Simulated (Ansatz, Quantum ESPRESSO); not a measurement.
# Work-function anisotropy of Cu, part 3 of 6

Aim: the work function of the low-index faces of Cu, their order, and how far the functional matters.

Quantum ESPRESSO 7.5; plane-wave DFT, PBE, GBRV ultrasoft pseudopotentials; geometry and cross-check by Ansatz 0.2.0 with PAW datasets.

So far. Step 2 (Relaxation with Ansatz of (111)):  Held were the atoms numbered 3; the forces quoted are those on the free ones.

## Step 6: Potential by pp.x of (111)

File 111.lda.pot.in:

```
&inputpp
  prefix = '111.lda'
  outdir = './out'
  filplot = '111.lda.pot.dat'
  plot_num = 11
/
```

Started as:

```sh
OMP_NUM_THREADS=1 mpirun -n 4 pp.x -in 111.lda.pot.in > 111.lda.pot.out
```

Run time: 0.79 s. Hardware: 4 MPI ranks of Arm Neoverse V1, shared host; peak memory 0.1 GiB.

Read from the output:

* work function of the upper face: 5.146 eV
* slope of the potential above: 1.65e-4 eV/Å
* upper vacuum line continued to the top atoms, over the Fermi level: 5.145 eV
* work function of the lower face: 5.146 eV
* slope of the potential below: -1.16e-4 eV/Å
* lower vacuum line continued to the bottom atoms, over the Fermi level: 5.145 eV

On (111) the work function under LDA lies +0.37 eV from PBE's.

## Step 7: Relaxation with Ansatz of (100)

Level of this step: plane-wave DFT, PBE, Ansatz PAW (Ansatz 0.2.0).

File input.yaml:

```yaml
crystal:
  lattice:
    - [2.5526554801, 0.0, 0.0]
    - [0.0, 2.5526554801, 0.0]
    - [0.0, 0.0, 23.22]
  atoms:
    - { symbol: Cu, position: [0.0, 0.0, 0.3445305771] }
    - { symbol: Cu, position: [0.5, 0.5, 0.4222652885] }
    - { symbol: Cu, position: [0.0, 0.0, 0.5] }
    - { symbol: Cu, position: [0.5, 0.5, 0.5777347115] }
    - { symbol: Cu, position: [0.0, 0.0, 0.6554694229] }
kpoints:
  mp_grid: { grid: [12, 12, 1] }
hamiltonian:
  xc: pbe
scf:
  occupations: { method: fermi_dirac, width: 0.1 }
  convergence: { dr2_threshold: 1.0e-08 }
efield:
  axis: 3
  dipole_correction: true
  ramp_position: 0.97
  ramp_width: 0.04
relax:
  f_tol: 0.01
  constraints: [{ sites: [2] }]
output:
  write_potential: true
  write_density: true
  volumetric_format: npy
```

Started as:

```sh
ansatz run input.yaml --threads 4 --pin off --max-ram 8192MiB --backend cpu --events-out ev --progress --plain --runs-dir out
```

Numbers of over 12 decimals in the logs are rounded to 6 here.

Log:

```text
[...]
Crystal: 5 atoms, lattice volume = 151.303 Å³
Basis set: ecut = 420 eV, 2985 PW (Γ), exchange–correlation on 36×36×320 points (8 copies of the dense FFT grid, shifted against one another)
Bands: 57, of which v1, the nominal top of the filled ones, is band 48 counted from 1 (47 counted from 0)
Symmetry: 8 space group operations
k-points: 28 of 144
[...]
SCF iter   1: F=—  HF=-33124.678886 eV  |F-HF|=—  |Δ(HF+E_count)|=         —  Δρ=2.49e-3  dr2=1.51e-2  ethr=1.77e-3  p=0.000 e·Å  D=3.18e-4 V/Å  ΔV_dip=-0.01 eV  dr2_dipole=1.38e-5  V_vac-E_F(+/−)=4.45/4.46 eV  ⟨swp⟩=8.2  Hψ=6700  notcnv=0  defer=17
[...]
SCF iter   9: F=-33124.681899 eV  HF=-33124.681899 eV  |F-HF|=1.29e-7  |Δ(HF+E_count)|=   9.03e-8  Δρ=2.63e-6  dr2=9.01e-9  ethr=1.05e-11  p=-0.000 e·Å  D=-1.51e-5 V/Å  ΔV_dip=0.00 eV  dr2_dipole=5.26e-13  V_vac-E_F(+/−)=4.52/4.52 eV  ⟨swp⟩=8.7  Hψ=12048  notcnv=0
SCF 1 converged in 9 iterations: F = -33124.681899 eV  dr2 = 9.01e-9
[...]
relax step   1: F+E_penalty+E_count = -33124.68189864 eV  Δ(F+E_penalty+E_count) = +0.000e0 eV  max|allowed force component| = 2.365e-1 eV/Å  Δτ_max = 0.0000 Å  (9 SCF iters, accepted)
[...]
iter 1 solved again at ethr=6.10e-7 eV; its pass at ethr=3.10e-3 eV (dr2=5.79e-4 eV) is discarded
[...]
SCF iter   9: F=-33124.686428 eV  HF=-33124.686428 eV  |F-HF|=1.07e-9  |Δ(HF+E_count)|=   6.34e-9  Δρ=1.02e-6  dr2=1.83e-9  ethr=1.05e-11  p=-0.000 e·Å  D=-1.49e-5 V/Å  ΔV_dip=0.00 eV  dr2_dipole=8.47e-15  V_vac-E_F(+/−)=4.52/4.52 eV  ⟨swp⟩=8.2  Hψ=9521  notcnv=0
SCF 2 converged in 9 iterations: F = -33124.686428 eV  dr2 = 1.83e-9
relax step   2: F+E_penalty+E_count = -33124.68642792 eV  Δ(F+E_penalty+E_count) = -4.529e-3 eV  max|allowed force component| = 1.509e-1 eV/Å  Δτ_max = 0.0109 Å  (9 SCF iters, accepted)
SCF iter   1: F=—  HF=-33124.690329 eV  |F-HF|=—  |Δ(HF+E_count)|=         —  Δρ=1.59e-3  dr2=1.60e-3  ethr=1.77e-5  p=-0.000 e·Å  D=-1.30e-5 V/Å  ΔV_dip=0.00 eV  dr2_dipole=4.55e-10  V_vac-E_F(+/−)=4.52/4.52 eV  ⟨swp⟩=3.4  Hψ=3816  notcnv=0  defer=68
[...]
SCF iter   9: F=-33124.689537 eV  HF=-33124.689537 eV  |F-HF|=7.10e-9  |Δ(HF+E_count)|=   1.47e-8  Δρ=2.00e-6  dr2=7.26e-9  ethr=1.05e-11  p=-0.000 e·Å  D=-1.38e-5 V/Å  ΔV_dip=0.00 eV  dr2_dipole=6.21e-14  V_vac-E_F(+/−)=4.51/4.51 eV  ⟨swp⟩=7.6  Hψ=10917  notcnv=0
SCF 3 converged in 9 iterations: F = -33124.689537 eV  dr2 = 7.26e-9
relax step   3: F+E_penalty+E_count = -33124.68953654 eV  Δ(F+E_penalty+E_count) = -3.109e-3 eV  max|allowed force component| = 3.438e-3 eV/Å  Δτ_max = 0.0176 Å  (9 SCF iters, accepted)
NSCF: frozen V_eff on 28 k-points
[...]
SCF converged after 9 iterations
Free energy (F): -33124.689537 eV
[...]
Internal energy: -33124.637333 eV  (E = F + TS)
E sigma→0 (E₀):  -33124.663435 eV
Entropy (-TS):   -0.052204 eV (-10.441 meV/atom)
Fermi energy:    3.841451 eV
Dipole field:    D = -0.000014 V/Å  (p = -0.000012 e·Å, saw-weighted, corrected)
Work function:   Φ+ = 4.5057 eV   Φ− = 4.5055 eV
[...]
--- Forces (eV/Å), atoms counted from 1 ---
  atom   1  Cu    -0.00000000     0.00000000    -0.00343793
  atom   2  Cu     0.00000000     0.00000000     0.00135101
  atom   3  Cu     0.00000000     0.00000000     0.00000398
  atom   4  Cu    -0.00000000     0.00000000    -0.00135268
  atom   5  Cu    -0.00000000     0.00000000     0.00343556
  max |Σ_I F_I| component: 5.51e-8 eV/Å
--- Band table (eV; the first three rows and the last of 28) ---
  k-point 0: bands = [... 44 lower, 2.2330, 2.3785, 2.3890, 2.3995, 2.3995, 3.7495, 5.0039, 8.0590, ... 5 higher]
  k-point 1: bands = [... 44 lower, 2.2939, 2.3121, 2.3486, 2.3978, 2.4250, 4.0472, 5.3544, 8.2162, ... 5 higher]
  k-point 2: bands = [... 44 lower, 2.2451, 2.2469, 2.3554, 2.4103, 2.8885, 4.7266, 6.2030, 8.6855, ... 5 higher]
  k-point 27: bands = [... 44 lower, 2.7574, 6.0536, 6.0536, 7.6739, 7.6739, 9.9224, 9.9224, 11.1535, ... 5 higher]
--- Relaxed structure (3 steps of the walk, 3 accepted, 0 SCFs on fresh bases) ---
  F+E_penalty+E_count = -33124.68953654 eV   max|allowed force component| = 3.438e-3 eV/Å
  atoms:
    - { symbol: Cu, position: [0, 0.0, 0.344846] }
    - { symbol: Cu, position: [0.5, 0.5, 0.421039] }
    - { symbol: Cu, position: [0.0, 0.0, 0.5] }
    - { symbol: Cu, position: [0.5, 0.5, 0.578961] }
    - { symbol: Cu, position: [0, 0.0, 0.655154] }
```

The job ended after 24 s (4 threads; peak memory 0.54 GiB).

The steps of the relaxation:

```csv
step,energy less that of the first step (eV),largest force component (eV/Å)
1,0.0000,0.2365
2,-0.0045,0.1509
3,-0.0076,0.0034
```

Forces are held to the 8 operations that the run works with; a distortion that breaks them can't arise in this run.

The atoms that moved most (Å):

```
atom     dx     dy      dz  length
 Cu4  0.000  0.000   0.028   0.028
 Cu2  0.000  0.000  -0.028   0.028
 Cu1  0.000  0.000   0.007   0.007
 Cu5  0.000  0.000  -0.007   0.007
```

The relaxation lowers the energy by 2 meV an atom. Held were the atoms numbered 3; the forces quoted are those on the free ones.

Read from the output:

| Item | Value |
| --- | --- |
| free energy | -33124.6895 eV |
| energy at zero smearing | -33124.6634 eV |
| smearing term TS | 0.05220 eV |
| Fermi energy | 3.841 eV |
| symmetry operations | 8 |
| work function of the upper face | 4.506 eV |
| work function of the lower face | 4.505 eV |
| dipole along the normal | -1.19e-5 e·Å |

## Step 8: Ground state of (100), PBE

Level of this step: plane-wave DFT, PBE, GBRV ultrasoft pseudopotentials (Quantum ESPRESSO 7.5).

File 100.pbe.in:

```
&control
  prefix = '100.pbe'
  outdir = './out'
  pseudo_dir = './pseudo'
  calculation = 'scf'
  tprnfor = .true.
/
&system
  ibrav = 0
  nat = 5
  ntyp = 1
  ecutwfc = 40
  ecutrho = 200
  occupations = 'smearing'
  smearing = 'mv'
  degauss = 0.02
/
&electrons
  conv_thr = 1e-07
  mixing_beta = 0.4
  electron_maxstep = 120
  mixing_mode = 'local-TF'
/
ATOMIC_SPECIES
  Cu  63.5460  cu_pbe_v1.2.uspp.F.UPF
CELL_PARAMETERS angstrom
  2.55265548010000 0.00000000000000 0.00000000000000
  0.00000000000000 2.55265548010000 0.00000000000000
  0.00000000000000 0.00000000000000 23.22000000000000
ATOMIC_POSITIONS crystal
  Cu  0.000000000000 0.000000000000 0.344846018357
  Cu  0.500000000000 0.500000000000 0.421038841228
  Cu  0.000000000000 0.000000000000 0.500000000000
  Cu  0.500000000000 0.500000000000 0.578961208051
  Cu  0.000000000000 0.000000000000 0.655154047334
K_POINTS automatic
  12 12 1 0 0 0
```

Started as:

```sh
OMP_NUM_THREADS=1 mpirun -n 4 pw.x -nk 4 -in 100.pbe.in > 100.pbe.out
```

Log:

```text
[banner, memory and clock lines left out]
Program PWSCF v.7.5 starts
[citation notice left out]

[...]
Message from routine setup:
[...]
bravais-lattice index     =            0
     lattice parameter (alat)  =       4.8238  a.u.
     unit-cell volume          =    1021.0411 (a.u.)^3
     number of atoms/cell      =            5
     number of atomic types    =            1
     number of electrons       =        95.00
     number of Kohn-Sham states=           58
     kinetic-energy cutoff     =      40.0000  Ry
     charge density cutoff     =     200.0000  Ry
     scf convergence threshold =      1.0E-07
     mixing beta               =       0.4000
     number of iterations used =            8  local-TF  mixing
     Exchange-correlation= SLA  PW   PBE  PBE
                           (   1   4   3   4   0   0   0)

[...]
PseudoPot. # 1 for Cu read from file:
     ./pseudo/cu_pbe_v1.2.uspp.F.UPF
     Pseudo is Ultrasoft + core correction, Zval = 19.0
     Generated by new atomic code, or converted to UPF format
     Using radial grid of  867 points,  6 beta functions with:
                l(1) =   0
                l(2) =   0
                l(3) =   1
                l(4) =   1
                l(5) =   2
                l(6) =   2
     Q(r) pseudized with  8 coefficients,  rinner =    1.150   1.150   1.150
                                                       1.150   1.150

     atomic species   valence    mass     pseudopotential
     Cu               19.00    63.54600     Cu( 1.00)

     16 Sym. Ops., with inversion, found

[...]
number of k points=    28  Marzari-Vanderbilt smearing, width (Ry)=  0.0200
[...]
Dense  grid:    48793 G-vectors     FFT dimensions: (  24,  24, 200)

     Smooth grid:    34917 G-vectors     FFT dimensions: (  20,  20, 180)

     Initial potential from superposition of free atoms

     starting charge      90.0000, renormalised to      95.0000

     negative rho (up, down):  1.852E-04 0.000E+00
     Starting wfcs are   65 randomized atomic wfcs

     per-process dynamical memory:    68.3 Mb

     Self-consistent Calculation

     iteration #  1     ecut=    40.00 Ry     beta= 0.40
     Davidson diagonalization with overlap
     ethr =  1.00E-02,  avg # of iterations =  8.0

     negative rho (up, down):  4.584E-02 0.000E+00

     total energy              =   -2012.28017356 Ry
     estimated scf accuracy    <      63.47647337 Ry

     iteration #  2     ecut=    40.00 Ry     beta= 0.40
[...]
negative rho (up, down):  1.666E-02 0.000E+00

[...]
total energy              =   -2018.80527051 Ry
     estimated scf accuracy    <       0.39049687 Ry

     iteration #  3     ecut=    40.00 Ry     beta= 0.40
[...]
negative rho (up, down):  1.814E-03 0.000E+00

[...]
total energy              =   -2018.81918134 Ry
     estimated scf accuracy    <       0.17984901 Ry

     iteration #  4     ecut=    40.00 Ry     beta= 0.40
[...]
negative rho (up, down):  1.509E-03 0.000E+00

[...]
total energy              =   -2018.82926946 Ry
     estimated scf accuracy    <       0.05903177 Ry

     iteration #  5     ecut=    40.00 Ry     beta= 0.40
[...]
negative rho (up, down):  9.311E-04 0.000E+00

[...]
total energy              =   -2018.83004868 Ry
     estimated scf accuracy    <       0.05383292 Ry

     iteration #  6     ecut=    40.00 Ry     beta= 0.40
[...]
negative rho (up, down):  1.083E-03 0.000E+00

[...]
total energy              =   -2018.83076152 Ry
     estimated scf accuracy    <       0.04876541 Ry

[...]
iteration # 15     ecut=    40.00 Ry     beta= 0.40
[...]
negative rho (up, down):  1.463E-04 0.000E+00

[...]
total energy              =   -2018.82253598 Ry
     estimated scf accuracy    <       0.00000771 Ry

     iteration # 16     ecut=    40.00 Ry     beta= 0.40
[...]
negative rho (up, down):  8.318E-05 0.000E+00

[...]
total energy              =   -2018.82253610 Ry
     estimated scf accuracy    <       0.00001006 Ry

     iteration # 17     ecut=    40.00 Ry     beta= 0.40
[...]
negative rho (up, down):  1.012E-04 0.000E+00

[...]
total energy              =   -2018.82253718 Ry
     estimated scf accuracy    <       0.00000027 Ry

     iteration # 18     ecut=    40.00 Ry     beta= 0.40
[...]
negative rho (up, down):  9.052E-05 0.000E+00

[...]
End of self-consistent calculation

          k = 0.0000 0.0000 0.0000 (  4333 PWs)   bands (ev):

  -108.9934-108.9927-108.9375-108.5479-108.5476 -66.3996 -66.3831 -66.3570
   -66.3570 -66.3541 -66.3541 -66.3129 -66.2937 -66.2937 -65.9313 -65.9313
   -65.9310 -65.9310 -65.9199 -65.9196  -5.4290  -4.3403  -2.6390  -1.3487
    -1.2041  -0.7072  -0.4231   0.0595   0.4560   0.5794   0.7124   0.7124
     1.0124   1.0124   1.0682   1.2642   1.4241   1.4794   1.5179   1.5179
     1.6017   1.6513   1.8360   1.9722   1.9722   2.1168   2.1275   2.1421
     2.1421   3.4773   4.7287   7.6869   8.1225   8.7858  10.2433  11.2273
    13.4896  13.4957

          k = 0.0000 0.0833 0.0000 (  4327 PWs)   bands (ev):

  -108.9930-108.9924-108.9372-108.5476-108.5473 -66.3985 -66.3834 -66.3607
   -66.3588 -66.3565 -66.3538 -66.3125 -66.2972 -66.2936 -65.9351 -65.9349
   -65.9310 -65.9307 -65.9196 -65.9193  -5.2620  -4.1814  -2.4989  -1.2366
    -1.1166  -0.6631  -0.3874   0.0793   0.4568   0.6178   0.7061   0.7314
     0.8488   0.9985   1.0964   1.2395   1.3791   1.3965   1.4306   1.4574
     1.6826   1.7405   1.8175   1.8552   2.0336   2.0507   2.0868   2.1360
     2.1668   3.7772   5.0821   7.8450   8.2915   8.9372  10.4064  11.3571
    13.6290  13.6404

[...]
the Fermi energy is     3.5725 ev

!    total energy              =   -2018.82253736 Ry
     estimated scf accuracy    <       0.00000007 Ry
     smearing contrib. (-TS)   =       0.00025459 Ry
     internal energy E=F+TS    =   -2018.82279196 Ry

     The total energy is F=E-TS. E is the sum of the following terms:
     one-electron contribution =  -14898.63990099 Ry
     hartree contribution      =    7463.63454419 Ry
     xc contribution           =    -193.96856152 Ry
     ewald contribution        =    5610.15112635 Ry

     convergence has been achieved in  18 iterations

     negative rho (up, down):  9.052E-05 0.000E+00

     Forces acting on atoms (cartesian axes, Ry/au):

     atom    1 type  1   force =     0.00000000    0.00000000   -0.00057338
     atom    2 type  1   force =     0.00000000    0.00000000   -0.00004172
     atom    3 type  1   force =     0.00000000    0.00000000    0.00000000
     atom    4 type  1   force =     0.00000000    0.00000000    0.00004172
     atom    5 type  1   force =     0.00000000    0.00000000    0.00057338

     Total force =     0.000813     Total SCF correction =     0.001254
     SCF correction compared to forces is large: reduce conv_thr to get better values

[...]
```

Elapsed: 51 s, on 4 MPI ranks; peak memory 0.53 GiB; 3.4 min of CPU time.

Read from the output:

```
free energy  : -27467.4799 eV
Fermi energy : 3.572 eV
```

## Step 9: Electrostatic potential of (100)

File 100.pbe.pot.in:

```
&inputpp
  prefix = '100.pbe'
  outdir = './out'
  filplot = '100.pbe.pot.dat'
  plot_num = 11
/
```

Started as:

```sh
OMP_NUM_THREADS=1 mpirun -n 4 pp.x -in 100.pbe.pot.in > 100.pbe.pot.out
```

Log:

```text
[banner, memory and clock lines left out]
Program POST-PROC v.7.5 starts
[citation notice left out]

[...]
./out/100.pbe.save/

[...]
negative rho (up, down):  9.052E-05 0.000E+00

     Calling punch_plot, plot_num =  11
     Writing data to file  100.pbe.pot.dat
     Message from routine chdens:
     namelist plot not found or invalid, exiting
```

It took 0.8 s on 4 MPI ranks; peak memory 0.1 GiB; 2.9 s of CPU time.

Read from the output:

- work function of the upper face: 4.504 eV
- slope of the potential above: 2.15e-4 eV/Å
- upper vacuum line continued to the top atoms, over the Fermi level: 4.503 eV
- work function of the lower face: 4.504 eV
- slope of the potential below: -5.29e-5 eV/Å
- lower vacuum line continued to the bottom atoms, over the Fermi level: 4.504 eV

The potential energy, planar mean oscillates, so the rows of the table below give means over windows of 1.74 Å about each position, cut where the curve ends. Its maxima inside the range that stand out by 2 % of the span (Å: eV): 8.9: -2.01, 10.7: -1.42, 12.5: -1.41, 14.3: -2.01. Its minima: 8.0: -20.4, 9.8: -20.6, 11.6: -20.5, 13.5: -20.6, 15.2: -20.4.

Electrostatic potential energy of an electron; zero at the Fermi level. Table of potential energy, planar mean by z; means over each step:

z (Å), potential energy, planar mean (eV) and a bar from the least value:
```
     0.87        4.5 ##############################
     2.61        4.5 ##############################
     4.35        4.5 ##############################
     6.09        4.0 #############################
     7.83       -9.6 ##
     9.57      -10.4 
    11.31      -10.1 #
    13.05      -10.1 #
    14.79      -10.2 
    16.53        1.8 #########################
    18.27        4.5 ##############################
    20.01        4.5 ##############################
    21.75        4.5 ##############################
```

## Step 10: SCF with pw.x of (100), LDA

Level of this step: plane-wave DFT, LDA, GBRV ultrasoft pseudopotentials (Quantum ESPRESSO 7.5).

100.lda.in is the input of step 8 with these lines changed:

```diff
@@ -1,3 +1,3 @@
 &control
-  prefix = '100.pbe'
+  prefix = '100.lda'
   outdir = './out'
@@ -24,3 +24,3 @@
 ATOMIC_SPECIES
-  Cu  63.5460  cu_pbe_v1.2.uspp.F.UPF
+  Cu  63.5460  cu_lda_v1.2.uspp.F.UPF
 CELL_PARAMETERS angstrom
```

Started as:

```sh
OMP_NUM_THREADS=1 mpirun -n 4 pw.x -nk 4 -in 100.lda.in > 100.lda.out
```

Log:

```text
[banner, memory and clock lines left out]
Program PWSCF v.7.5 starts
[...]
Message from routine setup:
[...]
number of electrons       =        95.00
     number of Kohn-Sham states=           58
     kinetic-energy cutoff     =      40.0000  Ry
     charge density cutoff     =     200.0000  Ry
[...]
number of k points=    28  Marzari-Vanderbilt smearing, width (Ry)=  0.0200
[...]
Dense  grid:    48793 G-vectors     FFT dimensions: (  24,  24, 200)
[...]
negative rho (up, down):  1.867E-04 0.000E+00
     Starting wfcs are   65 randomized atomic wfcs
[...]
negative rho (up, down):  4.143E-02 0.000E+00
[...]
estimated scf accuracy    <      57.41799835 Ry
[...]
negative rho (up, down):  1.584E-02 0.000E+00
[...]
estimated scf accuracy    <       0.31499680 Ry
[...]
negative rho (up, down):  1.463E-03 0.000E+00
[...]
estimated scf accuracy    <       0.15596200 Ry
[...]
negative rho (up, down):  3.047E-05 0.000E+00
[...]
estimated scf accuracy    <       0.04387079 Ry
[...]
negative rho (up, down):  1.604E-04 0.000E+00
[...]
estimated scf accuracy    <       0.02780137 Ry
[...]
negative rho (up, down):  6.397E-06 0.000E+00
[...]
estimated scf accuracy    <       0.02357879 Ry
[...]
negative rho (up, down):  6.238E-07 0.000E+00
[...]
estimated scf accuracy    <       0.02091544 Ry
[...]
estimated scf accuracy    <       0.01008433 Ry
[...]
estimated scf accuracy    <       0.00789169 Ry
[...]
negative rho (up, down):  7.110E-04 0.000E+00
[...]
estimated scf accuracy    <       0.00982864 Ry
[...]
negative rho (up, down):  2.365E-03 0.000E+00
[...]
estimated scf accuracy    <       0.00257958 Ry
[...]
negative rho (up, down):  1.217E-03 0.000E+00
[...]
estimated scf accuracy    <       0.00050013 Ry
[...]
negative rho (up, down):  4.995E-04 0.000E+00
[...]
estimated scf accuracy    <       0.00050661 Ry
[...]
negative rho (up, down):  1.065E-04 0.000E+00
[...]
estimated scf accuracy    <       0.00034989 Ry
[...]
negative rho (up, down):  1.041E-04 0.000E+00
[...]
estimated scf accuracy    <       0.00001038 Ry
[...]
negative rho (up, down):  1.521E-04 0.000E+00
[...]
estimated scf accuracy    <       0.00001377 Ry
[...]
negative rho (up, down):  7.272E-05 0.000E+00
[...]
estimated scf accuracy    <       0.00002171 Ry
[...]
negative rho (up, down):  5.818E-05 0.000E+00
[...]
estimated scf accuracy    <       0.00001437 Ry
[...]
negative rho (up, down):  5.680E-05 0.000E+00
[...]
estimated scf accuracy    <       0.00000271 Ry
[...]
negative rho (up, down):  8.228E-05 0.000E+00
[...]
estimated scf accuracy    <       0.00000085 Ry
[...]
negative rho (up, down):  8.917E-05 0.000E+00
[...]
estimated scf accuracy    <       0.00000148 Ry
[...]
negative rho (up, down):  9.634E-05 0.000E+00
[...]
estimated scf accuracy    <       0.00000080 Ry
[...]
negative rho (up, down):  9.340E-05 0.000E+00
[...]
the Fermi energy is     3.1747 ev
!    total energy              =   -2017.60686774 Ry
     estimated scf accuracy    <          9.4E-09 Ry
     smearing contrib. (-TS)   =       0.00027029 Ry
     internal energy E=F+TS    =   -2017.60713803 Ry
[...]
one-electron contribution =  -14898.82665733 Ry
     hartree contribution      =    7462.08691756 Ry
     xc contribution           =    -191.01852461 Ry
     ewald contribution        =    5610.15112635 Ry
     convergence has been achieved in  23 iterations
     negative rho (up, down):  9.340E-05 0.000E+00
[...]
Total force =     0.032227     Total SCF correction =     0.000437
[...]
```

The job ended after 61 s (4 MPI ranks; peak memory 0.53 GiB).

Read from the output:

| Item | Value |
| --- | --- |
| free energy | -27450.9399 eV |
| Fermi energy | 3.175 eV |

(Part 3 of 6 ends here.)

[Logs are printed without paths, hosts, clocks, repeated set-up lines and the standing remarks that a program may print on its own settings, such as how far it seeks lower states.]

[Hosts, paths, dates, database ids (printed as entryN), source tags and the programs' standing remarks are cut or masked in the printed files.]

[Maps of the electrostatic potential energy from Ansatz leave out the sawtooth potential of an applied field or a dipole correction, so their vacuum need not be flat; planar profiles and work functions include it.]
